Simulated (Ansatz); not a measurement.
# Lattice dynamics of Ti2NF2 monolayer, part 2 of 2

Aim: the phonons of Ti2NF2 monolayer at a cell relaxed beforehand at this level. After the zone centre comes a 4×4×1 q mesh on a 20×20×1 k mesh.

Ansatz 0.2.0; DFT PBE, scalar-relativistic, plane waves, PAW; PAW set soft_1.

So far. Step 2 (Linear response at the zone centre): Before it was imposed, the acoustic sum rule was missed by 4.1e-5 eV/Å². Small misses are needed for a sound result but don't prove that mesh and cutoff are converged. The lowest optical mode is real, 192 cm⁻¹.

**3. Phonons on a q mesh**

Stability and thermal properties need the whole zone. Linear response on a 4×4×1 q mesh gives force constants as far as a supercell of that size would.

File input.yaml:

```yaml
crystal:
  lattice:
    - [3.060259355, 0.0, 0.0]
    - [-1.5301296775, 2.6502623436, 0.0]
    - [0.0, 0.0, 33.2]
  atoms:
    - { symbol: "N", position: [0.0, 0.0, 0.3012048193] }
    - { symbol: Ti, position: [0.3333333333, 0.6666666667, 0.3333194062] }
    - { symbol: Ti, position: [0.6666666667, 0.3333333333, 0.2690902323] }
    - { symbol: F, position: [0.6666666667, 0.3333333333, 0.3709108709] }
    - { symbol: F, position: [0.3333333333, 0.6666666667, 0.2314987677] }
  periodic: [true, true, false]
kpoints:
  mp_grid: { grid: [20, 20, 1] }
hamiltonian:
  xc: pbe
  pseudopotentials: { kind: paw, azcp: { folder: soft_1 } }
scf:
  occupations: { method: methfessel_paxton, width: 0.2 }
output:
  eigenvalues: true
phonons:
  method: dfpt
  qmesh: [4, 4, 1]
  temperatures: { t_max: 1000, t_step: 50 }
  qpath:
    path:
      - [0.0, 0.0, 0.0]
      - [0.5, 0.0, 0.0]
      - [0.33333333, 0.33333333, 0.0]
      - [0.0, 0.0, 0.0]
    npoints: 10
```

Launch:

```bash
ansatz run input.yaml --threads 4 --pin off --max-ram 16384MiB --backend cpu --events-out ev --progress --plain --runs-dir out
```

Numbers of over 12 decimals in the logs are rounded to 6 here.

The program printed:

```text
[...]
Crystal: 5 atoms, lattice volume = 269.268 Å³
Basis set: ecut = 420 eV, 5235 PW (Γ), exchange–correlation on 48×48×450 points (8 copies of the dense FFT grid, shifted against one another)
Bands: 27, of which v1, the nominal top of the filled ones, is band 22 counted from 1 (21 counted from 0)
Symmetry: 12 space group operations
k-points: 44 of 400 (irreducible under 6 space group operations, time reversal used)
[...]
SCF iter   1: F=—  HF=-7011.190757 eV  |F-HF|=—  |Δ(HF+E_count)|=         —  Δρ=6.71e-2  dr2=1.64e1  ethr=3.10e-3  ⟨swp⟩=11.1  Hψ=8263  notcnv=0
[...]
SCF iter  13: F=-7006.930997 eV  HF=-7006.930997 eV  |F-HF|=1.46e-11  |Δ(HF+E_count)|=  3.73e-10  S|Δr|=    0.00e0  Δρ=2.96e-8  dr2=1.75e-12  ethr=1.00e-12  ⟨swp⟩=32.7  Hψ=14856  notcnv=0
SCF 1 converged in 13 iterations: F = -7006.930997 eV  dr2 = 1.75e-12
[...]
phonons: the bands overlap, so this run is a metal and interpolates without the dipole-dipole term. If the crystal is really an insulator or semiconductor, its LO-TO splitting is missing
NSCF: frozen V_eff on 44 k-points
WARN: eigensolver did not converge (k=10): 1 band(s) unlocked after 3 eigensolves, warm-restarted (20 sweeps on the last) at ethr=1.23e-12 eV (storage-precision floor; scheduled 1.00e-12 eV) (lowest unlocked band 31, counted from 0; max residual 1.11e-5 eV among the unlocked bands, 1.11e-5 eV over every band; other slots of this pass that fall short are told together in one closing line; warning suppressed until the next SCF loop or pass starts)
[...]
DFPT response loops at q = (0, 0, 0) (fractional): preconditioner auto → none (partly filled bands, converged f_vac=0.785); β = 0.50; Broyden in place of MSR1
[...]
SCF converged after 13 iterations
[...]
Free energy (F): -7006.930997 eV
[...]
Internal energy: -7006.935175 eV  (E = F + TS)
E sigma→0 (E₀):  -7006.932041 eV
Entropy (-TS):   0.004178 eV (0.836 meV/atom)
Fermi energy:    -4.464251 eV
[...]
--- Band table (eV; the first three rows and the last of 44) ---
  k-point 0: bands = [... 18 lower, -9.3329, -9.3329, -5.1304, -5.1304, -4.3442, -3.1313, -3.1313, -3.1262, ... 6 higher]
  k-point 1: bands = [... 18 lower, -9.4075, -9.3553, -5.1745, -5.0881, -4.3466, -3.2078, -3.1335, -3.0610, ... 6 higher]
  k-point 2: bands = [... 18 lower, -9.5733, -9.4156, -5.3041, -4.9658, -4.3408, -3.2901, -3.1205, -3.0803, ... 6 higher]
  k-point 43: bands = [... 18 lower, -10.4934, -9.7899, -4.7795, -4.3798, -4.2501, -2.8143, -2.7175, -2.6577, ... 6 higher]
  ° read free of the cell's end (the report's vacuum.weakly_bound_levels)
--- Phonons (Γ-DFPT): 10 representative perturbations + reference (Σ response iterations 54) ---
  ASR residual: 5.899e-5 → 0.000e0 eV/Å²; symmetrization residual: 4.806e-6 eV/Å²
[...]
ASR residual per site (eV/Å²): 5.90e-5 1.81e-5 2.68e-5 2.57e-5 2.11e-5
[...]
--- Phonons (arbitrary-q DFPT): 4 irreducible q on the 4×4×1 mesh ---
  q = [0.0000, 0.0000, 0.0000] (star 1, of the zone-centre solve; hermiticity 4.25e-7, symmetrization 5.52e-13, taken by the last average 1.40e-7): -0.00 0.00 0.00 192.38 192.38 265.22 266.52 266.52 287.72 287.72 453.03 501.59 577.67 659.33 659.33
  q = [0.0000, 0.2500, 0.0000] (star 6, 15 solved perturbations on 210 of 400 k-point pairs; hermiticity 2.81e-7, symmetrization 1.27e-10, taken by the last average 1.73e-7): 105.17 126.45 191.95 198.77 224.54 250.69 264.19 266.60 288.56 334.31 414.62 425.37 568.81 650.72 655.80
[...]
q = [0.2500, 0.2500, 0.0000] (star 6, 10 solved perturbations in 3050 linear systems a pass and spin channel, the states on 400 of 400 k-point pairs; hermiticity 2.71e-7, symmetrization 9.47e-11, taken by the last average 1.69e-7): 178.83 187.63 214.29 225.25 240.22 247.24 252.60 260.64 287.41 318.45 375.33 386.23 570.14 631.04 657.93
  sum rule: each row above includes the acoustic sum rule's correction from the zone centre's row sums; it moved no ω² by more than (1.07 cm⁻¹)²
  mesh force constants: q→R imaginary residual 4.66e-18; ASR residual 5.899e-5 → 0.000e0 eV/Å²; symmetrization residual 1.421e-14 eV/Å²
  interpolated dispersion: 31 rows × 15 modes
  density of states and harmonic sums: on the 24×24×1 q-mesh, interpolated from the force constants of a 4×4×1 supercell (no non-analytic term)
  largest difference from the sums on the solved wave vectors: F 4.66e-2 eV, S 6.23e-5 and C_V 1.57e-5 eV/K
  zero-point energy: 0.309297 eV/cell   skipped modes (ω ≤ 0): 3   left out of the sums: 3.47e-4 of the cell's modes: C_V's classical limit lies that fraction below 3 k_B per atom; for a crystal, a wire or a layer, F and S can be off by more, and a phonons.interpolated_qmesh denser along its periods is the remedy for the sampling
```

It took 37 min on 4 threads of Arm Neoverse V1, shared host; peak memory 6.1 GiB.

Numbers from this step:

```
sum-rule residual before enforcement                       : 5.90e-5 eV/Å²
lowest frequency on the path                               : 0 cm⁻¹
highest frequency on the path or at a solved wavevector    : 661.4 cm⁻¹
mean frequency                                             : 332.7 cm⁻¹
highest optical mode at the zone centre (no LO-TO term)    : 659.3 cm⁻¹
lowest optical zone-centre mode                            : 192.4 cm⁻¹
lowest mode on the q mesh (acoustic modes at Γ apart)      : 105.2 cm⁻¹
zero-point energy per atom                                 : 61.86 meV
heat capacity at 300 K                                     : 19.89 J/(mol atoms K)
vibrational entropy at 300 K                               : 19.21 J/(mol atoms K)
edges of the widest gap between branches, on path and mesh : 501.6, 567.8 cm⁻¹
```

Frequencies (cm⁻¹) solved at each irreducible wavevector; negative means imaginary. Frequencies by wavevector, by row:

| q in reciprocal lattice units | star | mode 1 | mode 2 | mode 3 | mode 4 | mode 13 | mode 14 | mode 15 |
| --- | --- | --- | --- | --- | --- | --- | --- | --- |
| 0 0 0 | 1 | 0 | 0 | 0 | 192.4 | 577.7 | 659.3 | 659.3 |
| 0 0.25 0 | 6 | 105.2 | 126.5 | 191.9 | 198.8 | 568.8 | 650.7 | 655.8 |
| 0 -0.5 0 | 3 | 177.8 | 199.2 | 199.8 | 242.3 | 567.8 | 634.6 | 653.4 |
| 0.25 0.25 0 | 6 | 178.8 | 187.6 | 214.3 | 225.2 | 570.1 | 631 | 657.9 |

Interpolated from a 4×4×1 q mesh. Phonon branches along the path, in cm⁻¹:

| point | branch 1 | branch 2 | branch 3 | branch 4 | branch 12 | branch 13 | branch 14 | branch 15 |
| --- | --- | --- | --- | --- | --- | --- | --- | --- |
| Γ | 0 | 0 | 0 | 192 | 502 | 578 | 659 | 659 |
| halfway | 105 | 126 | 192 | 199 | 425 | 569 | 651 | 656 |
| M | 178 | 199 | 200 | 242 | 405 | 568 | 635 | 653 |
| halfway | 189 | 202 | 208 | 234 | 390 | 570 | 632 | 653 |
| K | 200 | 200 | 216 | 240 | 370 | 572 | 640 | 640 |
| halfway | 123 | 155 | 180 | 219 | 413 | 568 | 643 | 661 |
| Γ | 0 | 0 | 0 | 192 | 502 | 578 | 659 | 659 |

Tetrahedra on a 24×24×1 mesh, mean over bins of 10 cm-1. Interpolated from a 4×4×1 q mesh. Table of phonon density of states by wavenumber; read off at these points:

wavenumber (cm⁻¹), phonon density of states (1/cm⁻¹/cell) and a bar:
```
        5      0.001 
       25      0.002 #
       45      0.003 #
       55      0.004 #
       75      0.005 #
       95      0.006 #
      115      0.008 ##
      125      0.010 ##
      145      0.015 ###
      165      0.023 #####
      185      0.034 ########
      205      0.064 ###############
      215      0.056 #############
      235      0.066 ###############
      255      0.128 ##############################
      275      0.012 ###
      285      0.112 ##########################
      295      0.021 #####
      305      0.014 ###
      325      0.016 ####
      345      0.001 
      365      0.009 ##
      375      0.045 ###########
      395      0.024 ######
      415      0.018 ####
      435      0.011 ##
      455      0.004 #
      465      0.003 #
      485      0.002 #
      505      0.000 
      525      0.000 
      545      0.000 
      555      0.000 
      565      0.070 ################
      575      0.030 #######
      595      0.000 
      615      0.000 
      625      0.000 
      645      0.026 ######
      655      0.109 #########################
      665      0.008 ##
```

The partial phonon density of states has structure finer than the step of the table below, so its rows give means over 25 cm⁻¹, whole bins alone (the curve runs from -10 to 691 cm⁻¹). Peaks (cm⁻¹: height): F 259.0: 0.0944, 285.5: 0.0538, 373.7: 0.0301; N 567.7: 0.0620, 633.9: 0.0394, 655.9: 0.0737; Ti 206.1: 0.0400, 237.0: 0.0374, 259.0: 0.0351, 289.9: 0.0331, 334.0: 0.0168, 404.5: 0.0112, 655.9: 0.0116.

Phonopy on the run's constants, 21x21x1 mesh, Gaussian sigma 5.0 cm-1. Interpolated from a 4×4×1 q mesh. Partial phonon density of states against wavenumber; means over each step; values in 1/cm⁻¹/cell:

| wavenumber (cm⁻¹) | F | N | Ti |
| --- | --- | --- | --- |
| 25 | 6.3e-4 | 2.2e-4 | 0.00145 |
| 50 | 0.00101 | 3.4e-4 | 0.00224 |
| 75 | 0.00128 | 4.2e-4 | 0.00273 |
| 100 | 0.00185 | 5.9e-4 | 0.00385 |
| 125 | 0.00299 | 9.6e-4 | 0.00615 |
| 150 | 0.00458 | 0.00164 | 0.0105 |
| 175 | 0.00779 | 0.00299 | 0.0199 |
| 200 | 0.0190 | 0.00286 | 0.0344 |
| 225 | 0.0180 | 0.00117 | 0.0327 |
| 250 | 0.0622 | 0.00130 | 0.0316 |
| 275 | 0.0422 | 9.0e-4 | 0.0220 |
| 300 | 0.0182 | 5.3e-4 | 0.0164 |
| 325 | 0.00426 | 1.2e-4 | 0.0129 |
| 350 | 0.00185 | 3.6e-5 | 0.00341 |
| 375 | 0.0214 | 4.4e-4 | 0.00603 |
| 400 | 0.0169 | 3.0e-4 | 0.00916 |
| 425 | 0.00903 | 1.8e-4 | 0.00502 |
| 450 | 0.00433 | 2.0e-4 | 0.00230 |
| 475 | 0.00115 | 6.7e-6 | 0.00113 |
| 500 | 5.7e-4 | 0 | 5.9e-4 |
| 525 | 1.8e-6 | 0 | 1.8e-6 |
| 550 | 1.3e-5 | 0.00390 | 5.7e-4 |
| 575 | 1.2e-4 | 0.0306 | 0.00461 |
| 600 | 4.6e-7 | 6.7e-5 | 1.1e-5 |
| 625 | 2.3e-5 | 0.0155 | 0.00176 |
| 650 | 6.7e-5 | 0.0477 | 0.00699 |
| 675 | 8.4e-6 | 0.00676 | 0.00109 |

Harmonic thermodynamic functions per atom, from the density of states. Interpolated from a 4×4×1 q mesh. Thermodynamic functions, by row:

| T (K) | F_vib (meV/atom) | S (J/mol-atom/K) | C_V (J/mol-atom/K) |
| --- | --- | --- | --- |
| 0 | 61.86 | 0 | 0 |
| 100 | 60.72 | 3.621 | 7.68 |
| 200 | 52.7 | 11.88 | 16.05 |
| 300 | 36.46 | 19.21 | 19.89 |
| 400 | 13.33 | 25.22 | 21.78 |
| 500 | -15.47 | 30.2 | 22.8 |
| 600 | -49.02 | 34.42 | 23.41 |
| 700 | -86.62 | 38.06 | 23.79 |
| 800 | -127.8 | 41.25 | 24.05 |
| 900 | -172 | 44.1 | 24.23 |
| 1000 | -219.1 | 46.66 | 24.36 |

Symmetry leaves 4 wavevectors to solve. The lowest mode among them, the acoustic zeros apart, lies at q = (0, 0.25, 0) and is real, 105 cm⁻¹.

**4. Another isotope, element N, natural mass 14.007 amu**

An isotope changes the mass and not the force constants, so no new electronic calculation is needed; the shifts show which modes move this element.

The same force constants with the mass of N changed from 14.007 to 15.000 u (phonopy, no LO-TO term). Both lists are sorted by frequency; levels can cross, so a row need not hold one and the same mode. Modes under 3 cm⁻¹ are left out. Isotope shifts, by row, the first 40 of 57 rows:

| q | rank | natural mass (cm⁻¹) | changed mass (cm⁻¹) |
| --- | --- | --- | --- |
| 0 0 0 | 4 | 192.4 | 192.4 |
| 0 0 0 | 5 | 192.4 | 192.4 |
| 0 0 0 | 6 | 265.2 | 265.2 |
| 0 0 0 | 7 | 266.5 | 266.2 |
| 0 0 0 | 8 | 266.5 | 266.2 |
| 0 0 0 | 9 | 287.7 | 287.7 |
| 0 0 0 | 10 | 287.7 | 287.7 |
| 0 0 0 | 11 | 453 | 451.5 |
| 0 0 0 | 12 | 501.6 | 501.6 |
| 0 0 0 | 13 | 577.7 | 561.9 |
| 0 0 0 | 14 | 659.3 | 640 |
| 0 0 0 | 15 | 659.3 | 640 |
| 0 0.25 0 | 1 | 105.2 | 104.8 |
| 0 0.25 0 | 2 | 126.5 | 126 |
| 0 0.25 0 | 3 | 191.9 | 191.4 |
| 0 0.25 0 | 4 | 198.8 | 198.8 |
| 0 0.25 0 | 5 | 224.5 | 224.5 |
| 0 0.25 0 | 6 | 250.7 | 250.6 |
| 0 0.25 0 | 7 | 264.2 | 264 |
| 0 0.25 0 | 8 | 266.6 | 266.5 |
| 0 0.25 0 | 9 | 288.6 | 288.3 |
| 0 0.25 0 | 10 | 334.3 | 334.2 |
| 0 0.25 0 | 11 | 414.6 | 414.3 |
| 0 0.25 0 | 12 | 425.4 | 425.3 |
| 0 0.25 0 | 13 | 568.8 | 552.2 |
| 0 0.25 0 | 14 | 650.7 | 631.4 |
| 0 0.25 0 | 15 | 655.8 | 636.8 |
| 0 -0.5 0 | 1 | 177.8 | 177.1 |
| 0 -0.5 0 | 2 | 199.2 | 199.1 |
| 0 -0.5 0 | 3 | 199.8 | 199.2 |
| 0 -0.5 0 | 4 | 242.3 | 242.3 |
| 0 -0.5 0 | 5 | 248.2 | 248.1 |
| 0 -0.5 0 | 6 | 252.2 | 252.2 |
| 0 -0.5 0 | 7 | 258.3 | 258.3 |
| 0 -0.5 0 | 8 | 261.5 | 260.8 |
| 0 -0.5 0 | 9 | 281.4 | 281.4 |
| 0 -0.5 0 | 10 | 286.2 | 286.1 |
| 0 -0.5 0 | 11 | 368.8 | 368.3 |
| 0 -0.5 0 | 12 | 404.6 | 404.6 |
| 0 -0.5 0 | 13 | 567.8 | 551.2 |

A mode of this element alone would shift by -3.37 %. The highest zone-centre frequency without the field goes from 659.3 to 640.0 cm⁻¹ (-2.9 %). The product of the frequency ratios over all optical modes at Γ is 0.911; the product rule, (m/m′)^(3k/2) (M′/M)^(3/2) with k = 1 such atoms and M the mass of the cell, gives 0.911.

**5. Another isotope, element Ti, natural mass 47.867 amu**

The same for Ti, from 47.87 to 49.94 u.

The same force constants with the mass of Ti changed from 47.867 to 49.945 u (phonopy, no LO-TO term). Both lists are sorted by frequency; levels can cross, so a row need not hold one and the same mode. Modes under 3 cm⁻¹ are left out. Isotope shifts, by row, the first 40 of 57 rows:

| q | rank | natural mass (cm⁻¹) | changed mass (cm⁻¹) |
| --- | --- | --- | --- |
| 0 0 0 | 4 | 192.4 | 190.8 |
| 0 0 0 | 5 | 192.4 | 190.8 |
| 0 0 0 | 6 | 265.2 | 262.4 |
| 0 0 0 | 7 | 266.5 | 265.3 |
| 0 0 0 | 8 | 266.5 | 265.3 |
| 0 0 0 | 9 | 287.7 | 284 |
| 0 0 0 | 10 | 287.7 | 284 |
| 0 0 0 | 11 | 453 | 451.3 |
| 0 0 0 | 12 | 501.6 | 496.3 |
| 0 0 0 | 13 | 577.7 | 575.6 |
| 0 0 0 | 14 | 659.3 | 657.6 |
| 0 0 0 | 15 | 659.3 | 657.6 |
| 0 0.25 0 | 1 | 105.2 | 103.8 |
| 0 0.25 0 | 2 | 126.5 | 124.8 |
| 0 0.25 0 | 3 | 191.9 | 189.5 |
| 0 0.25 0 | 4 | 198.8 | 196.3 |
| 0 0.25 0 | 5 | 224.5 | 221.8 |
| 0 0.25 0 | 6 | 250.7 | 249.7 |
| 0 0.25 0 | 7 | 264.2 | 262.2 |
| 0 0.25 0 | 8 | 266.6 | 264.9 |
| 0 0.25 0 | 9 | 288.6 | 286.4 |
| 0 0.25 0 | 10 | 334.3 | 329.3 |
| 0 0.25 0 | 11 | 414.6 | 411.8 |
| 0 0.25 0 | 12 | 425.4 | 421.9 |
| 0 0.25 0 | 13 | 568.8 | 567.4 |
| 0 0.25 0 | 14 | 650.7 | 649.2 |
| 0 0.25 0 | 15 | 655.8 | 653.9 |
| 0 -0.5 0 | 1 | 177.8 | 174.9 |
| 0 -0.5 0 | 2 | 199.2 | 196.6 |
| 0 -0.5 0 | 3 | 199.8 | 197.2 |
| 0 -0.5 0 | 4 | 242.3 | 238.7 |
| 0 -0.5 0 | 5 | 248.2 | 247.8 |
| 0 -0.5 0 | 6 | 252.2 | 248.9 |
| 0 -0.5 0 | 7 | 258.3 | 256.3 |
| 0 -0.5 0 | 8 | 261.5 | 257.2 |
| 0 -0.5 0 | 9 | 281.4 | 279.9 |
| 0 -0.5 0 | 10 | 286.2 | 285 |
| 0 -0.5 0 | 11 | 368.8 | 367.6 |
| 0 -0.5 0 | 12 | 404.6 | 400.9 |
| 0 -0.5 0 | 13 | 567.8 | 566.3 |

A mode of this element alone would shift by -2.10 %. The highest zone-centre frequency without the field goes from 659.3 to 657.6 cm⁻¹ (-0.3 %). The product of the frequency ratios over all optical modes at Γ is 0.918; the product rule, (m/m′)^(3k/2) (M′/M)^(3/2) with k = 2 such atoms and M the mass of the cell, gives 0.918.

**6. Outcome**

```yaml
space_group_within_0p01_a: P-3m1
area_per_atom: 1.62 Å²
electronic_character: no gap on this mesh
highest_optical_mode_at_the_zone_centre_no_lo_to_term: 659 cm⁻¹
lowest_optical_zone_centre_mode: 192 cm⁻¹
lowest_mode_on_the_q_mesh_acoustic_modes_at_gamma_apart: 105 cm⁻¹
highest_frequency_on_the_path_or_at_a_solved_wavevector: 661 cm⁻¹
zero_point_energy_per_atom: 61.9 meV
heat_capacity_at_300_k: 19.9 J/(mol atoms K)
vibrational_entropy_at_300_k: 19.2 J/(mol atoms K)
imaginary_modes_on_the_4x4x1_q_mesh: none
```

**Reading.** The structure is a minimum as far as tested: no mode is imaginary at the 4 irreducible wavevectors of the 4×4×1 mesh, and the softest away from the acoustic zeros lies at 105 cm⁻¹. The optical modes at Γ span 192 to 659 cm⁻¹. The highest mode in this list at Γ, 658.5 cm⁻¹, is mostly motion of N (87 % of the kinetic energy). On the path and the mesh, the widest gap between branches runs from 502 to 568 cm⁻¹. With no gap, or one that is small against the smearing, the frequencies hang on the k mesh and the smearing, most of all near Kohn anomalies. The phonon runs are without spin polarisation, although the cell has an odd electron count. In a sheet or slab the interpolated bending branch near Γ is rough, since the rotational sum rule isn't imposed. A phonon run warned that its eigensolver left some bands unconverged in a pass. The starting cell was built on a prototype and not taken from a measurement. These are harmonic frequencies at zero temperature: anharmonic shifts, linewidths and thermal expansion are left out.

[Logs are printed without paths, hosts, clocks, repeated set-up lines and the standing remarks that a program may print on its own settings, such as how far it seeks lower states.]

[Hosts, paths, dates, database ids (printed as entryN), source tags and the programs' standing remarks are cut or masked in the printed files.]
